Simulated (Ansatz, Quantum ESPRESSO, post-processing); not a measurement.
# Conductance against width: vacuum gaps between two Cu(100) faces, part 6 of 6

How fast does transmission decay with width? The series: vacuum gaps between two Cu(100) faces.

Quantum ESPRESSO 7.5; plane-wave DFT, PBE, PseudoDojo norm-conserving pseudopotentials; cross-check by Ansatz 0.2.0 with PAW datasets.

So far. Step 18 (Transmission with pwcond.x, 8 Å): T goes from 0.00103 to 1.4e-4, a factor of 7.4. Step 19 (Cross-check with Ansatz, 8 Å): Ansatz finds T = 1.3e-4 against pwcond's 1.4e-4.

In doubt: a PseudoDojo file used here is known to give poor structures and forces (steps 2, 21), which bears on pressures, cells, forces and phonons.

### Step 21. The open system, 9 Å

Level of this step: transmission by pwcond, lead and junction from one cell; plane-wave DFT, PBE, PseudoDojo norm-conserving pseudopotentials (Quantum ESPRESSO).

The input, j6.cond.in:

```
&inputcond
  outdir = './out'
  prefixt = 'j6.scf'
  tran_file = 'j6.cond.dat'
  bdl = 2.8284271247
  bds = 11.2748564780
  ikind = 1
  ewind = 4.0
  epsproj = 1e-05
  nz1 = 7
  energy0 = 0.4
  denergy = -0.4
/
45
  0.00000000 0.00000000 0.00390625
  0.00000000 0.06250000 0.01562500
  0.00000000 0.12500000 0.01562500
  0.00000000 0.18750000 0.01562500
  0.00000000 0.25000000 0.01562500
  0.00000000 0.31250000 0.01562500
  0.00000000 0.37500000 0.01562500
  0.00000000 0.43750000 0.01562500
  0.00000000 0.50000000 0.00781250
  0.06250000 0.06250000 0.01562500
  0.06250000 0.12500000 0.03125000
  0.06250000 0.18750000 0.03125000
  0.06250000 0.25000000 0.03125000
  0.06250000 0.31250000 0.03125000
  0.06250000 0.37500000 0.03125000
  0.06250000 0.43750000 0.03125000
  0.06250000 0.50000000 0.01562500
  0.12500000 0.12500000 0.01562500
  0.12500000 0.18750000 0.03125000
  0.12500000 0.25000000 0.03125000
  0.12500000 0.31250000 0.03125000
  0.12500000 0.37500000 0.03125000
  0.12500000 0.43750000 0.03125000
  0.12500000 0.50000000 0.01562500
  0.18750000 0.18750000 0.01562500
  0.18750000 0.25000000 0.03125000
  0.18750000 0.31250000 0.03125000
  0.18750000 0.37500000 0.03125000
  0.18750000 0.43750000 0.03125000
  0.18750000 0.50000000 0.01562500
  0.25000000 0.25000000 0.01562500
  0.25000000 0.31250000 0.03125000
  0.25000000 0.37500000 0.03125000
  0.25000000 0.43750000 0.03125000
  0.25000000 0.50000000 0.01562500
  0.31250000 0.31250000 0.01562500
  0.31250000 0.37500000 0.03125000
  0.31250000 0.43750000 0.03125000
  0.31250000 0.50000000 0.01562500
  0.37500000 0.37500000 0.01562500
  0.37500000 0.43750000 0.03125000
  0.37500000 0.50000000 0.01562500
  0.43750000 0.43750000 0.01562500
  0.43750000 0.50000000 0.01562500
  0.50000000 0.50000000 0.00390625
3
```

Started as:

```sh
$ OMP_NUM_THREADS=1 mpirun -n 4 pwcond.x -in j6.cond.in > j6.cond.out
```

Numbers of over 12 decimals in the logs are rounded to 6 here.

Log:

```text
[banner, memory and clock lines left out]
Program PWCOND v.7.5 starts
[citation notice left out]

[...]
./out/j6.scf.save/

     IMPORTANT: XC functional enforced from input :
     Exchange-correlation= PBE
                           (   1   4   3   4   0   0   0)
     Any further DFT definition will be discarded
     Please, verify this is what you really want

     Reading collected, re-writing distributed wavefunctions

===== INPUT FILE containing all the regions =====

     GEOMETRY:

     lattice parameter (alat)  =       4.8639  a.u.
[...]
Nchannels of the left tip =            0
 Right moving states:
   k1(2pi/a)   k2(2pi/a)   E-Ef (eV)
 Left moving states:
   k1(2pi/a)   k2(2pi/a)   E-Ef (eV)

 to transmit
          E-Ef(ev), T =    0.0000000   0.0000000
---  E-Ef =   -0.4000000  k =    0.5000000   0.5000000
---  ie =          3  ik =         45
 Nchannels of the left tip =            0
 Right moving states:
   k1(2pi/a)   k2(2pi/a)   E-Ef (eV)
 Left moving states:
   k1(2pi/a)   k2(2pi/a)   E-Ef (eV)

 to transmit
          E-Ef(ev), T =   -0.4000000   0.0000000
   T_tot     0.40000      0.84428E-04
   T_tot     0.00000      0.33794E-04
   T_tot    -0.40000      0.15021E-04

[...]
```

Elapsed: 7 min, on 4 MPI ranks of Arm Neoverse N1, shared host; peak memory 0.25 GiB.

Read from the output:

- lead channels at the Fermi level, one spin: 0.9102
- transmission at the Fermi level, one spin: 1.69e-5
- conductance: 1.69e-5 G₀

Per spin; mean over the k mesh across the current. Table of transmission, zone mean by energy, zero at the Fermi level:

```
energy (eV)  transmission, zone mean
     -0.400                   7.5e-6
      0.000                   1.7e-5
      0.400                   4.2e-5
```

T goes from 1.4e-4 to 1.7e-5, a factor of 8.2.

### Step 22. The same in Ansatz, 9 Å

Level of this step: plane-wave DFT, PBE, Ansatz PAW (Ansatz 0.2.0).

The input, input.yaml:

```yaml
crystal:
  lattice:
    - [2.5738686835, 0.0, 0.0]
    - [0.0, 2.5738686835, 0.0]
    - [0.0, 0.0, 29.02]
  atoms:
    - { symbol: Cu, position: [0.0, 0.0, 0.0] }
    - { symbol: Cu, position: [0.5, 0.5, 0.0627153687] }
    - { symbol: Cu, position: [0.0, 0.0, 0.1254307374] }
    - { symbol: Cu, position: [0.5, 0.5, 0.1881461061] }
    - { symbol: Cu, position: [0.0, 0.0, 0.2508614748] }
    - { symbol: Cu, position: [0.5, 0.5, 0.3135768436] }
    - { symbol: Cu, position: [0.0, 0.0, 0.6237077877] }
    - { symbol: Cu, position: [0.5, 0.5, 0.6864231564] }
    - { symbol: Cu, position: [0.0, 0.0, 0.7491385252] }
    - { symbol: Cu, position: [0.5, 0.5, 0.8118538939] }
    - { symbol: Cu, position: [0.0, 0.0, 0.8745692626] }
    - { symbol: Cu, position: [0.5, 0.5, 0.9372846313] }
kpoints:
  mp_grid: { grid: [9, 9, 1] }
hamiltonian:
  xc: pbe
scf:
  occupations: { method: fermi_dirac, width: 0.1 }
  convergence: { dr2_threshold: 1.0e-08 }
output:
  transmission: { leads: [[0, 2]], e_range: [-0.4, 0.4], de: 0.4, kmesh: [16, 16] }
  write_potential: true
  write_density: true
  volumetric_format: npy
  elf: true
```

Started as:

```sh
$ ansatz run input.yaml --threads 4 --pin off --max-ram 10240MiB --backend cpu --events-out ev --progress --plain --runs-dir out
```

Log:

```text
[...]
Crystal: 12 atoms, lattice volume = 192.252 Å³
Basis set: ecut = 420 eV, 3773 PW (Γ)
Bands: 137, of which v1, the nominal top of the filled ones, is band 114 counted from 1 (113 counted from 0)
Symmetry: 16 space group operations
[...]
k-points: 15 of 81
[...]
k-point 14: bands = [... 110 lower, 13.0608, 13.1865, 13.6357, 13.7746, 14.2809, 14.5595, 15.0645, 15.4103, ... 19 higher]
--- Transmission ---
  basis      : 61 plane waves across, 37 finite elements along
  points     : 45, standing for a mesh of 16 x 16
[...]
channels       : 9.257812e-1 a spin
[...]
slowest decay  : 0.1673 /Å at (0.4375, 0.4375)
  junction   : crystal 0 to crystal 0, -0.21 to 25.17 Å
    transmission   : 1.613895e-5 a spin
[...]
[key lines of the parts left out:]
SCF converged after 10 iterations
Free energy (F): -79500.954749 eV
Fermi energy:    11.218920 eV
```

Wall time 38 s (4 threads); peak memory 1 GiB.

This step gave:

* free energy: -79500.9547 eV
* energy at zero smearing: -79500.9005 eV
* Fermi energy: 11.22 eV
* transmission at the Fermi level, one spin: 1.61e-5
* lead channels at the Fermi level, one spin: 0.9258

Per spin; mean over the k mesh across the current. Table of transmission, zone mean by energy, zero at the Fermi level:

```
energy (eV)  transmission, zone mean
     -0.400                   7.1e-6
      0.000                   1.6e-5
      0.400                   4.0e-5
```

Ansatz finds T = 1.6e-5 against pwcond's 1.7e-5.

### Step 23. The series side by side

All levels:

```
level  T by pwcond  T by Ansatz  lead channels  CPU time (s)
  3 Å        0.564       0.5656         0.9258          2572
  4 Å       0.2032       0.2034         0.9258          2720
  5 Å      0.04377      0.04357         0.9102          2944
  6 Å     0.007004     0.006878         0.9258          3033
  7 Å     0.001025      9.94e-4         0.9258          3161
  8 Å      1.39e-4      1.32e-4         0.9258          3322
  9 Å      1.69e-5      1.61e-5         0.9102          3427
```

### Step 24. The arithmetic

For the narrowest barrier, the Landauer sum over the mesh, Σ w T = 0.0312 × 0.987 + 0.0312 × 0.938 + 0.0312 × 0.886 + … = 0.5640.

G = 0.564 × 77.48 µS = 43.7 µS a cell. Times the area of 6.625 Å², the resistance-area product is A/G = 1.52 fΩ m², the leads' contact resistance included.

Free electrons at 1 an atom (4 atoms in 48.2 Å³) have k_F = 1.349 1/Å and offer A k_F²/4π = 0.96 channels per spin; the lead has 0.93 on this mesh.

κ = ln(T₁/T₂)/(2Δd) = ln(0.0001388/1.69e-05)/(2 × 1 Å) = 1.05 1/Å.

### Step 25. Summary of results

- conductance a cell at 3 Å: 0.564 G₀
- conductance a cell at 4 Å: 0.203 G₀
- conductance a cell at 5 Å: 0.0438 G₀
- conductance a cell at 6 Å: 0.00700 G₀
- conductance a cell at 7 Å: 0.00103 G₀
- conductance a cell at 8 Å: 1.4e-4 G₀
- conductance a cell at 9 Å: 1.7e-5 G₀
- fall of ln T per Å over the last interval: 2.11

What this shows: The conductance goes from 0.564 G₀ at 3 Å to 1.7e-5 G₀ at 9 Å (PBE, PseudoDojo norm-conserving). Interval by interval ln T falls by 1.02, 1.54, 1.83, 1.92, 2.00 and 2.11 per Å. The last interval gives κ = 1.05 1/Å in T ∝ exp(−2κd), an apparent barrier of (κ/0.512)² = 4.2 eV. Ansatz follows the series within a factor of 1.05. Points with over 2.5 times the mean carry up to 82 % of T, so the means lean on few points, and the mesh was not tested. The geometries are as built, not relaxed, and the leads are short. Semilocal functionals lack the image potential in a vacuum gap. A file of the PseudoDojo norm-conserving set has a known flaw or wants a higher cutoff, so those values deserve less trust.

[Logs are printed without paths, hosts, clocks, repeated set-up lines and the standing remarks that a program may print on its own settings, such as how far it seeks lower states.]

[Hosts, paths, dates, database ids (printed as entryN), source tags and the programs' standing remarks are cut or masked in the printed files.]

[Maps of the electrostatic potential energy from Ansatz leave out the sawtooth potential of an applied field or a dipole correction, so their vacuum need not be flat; planar profiles and work functions include it.]
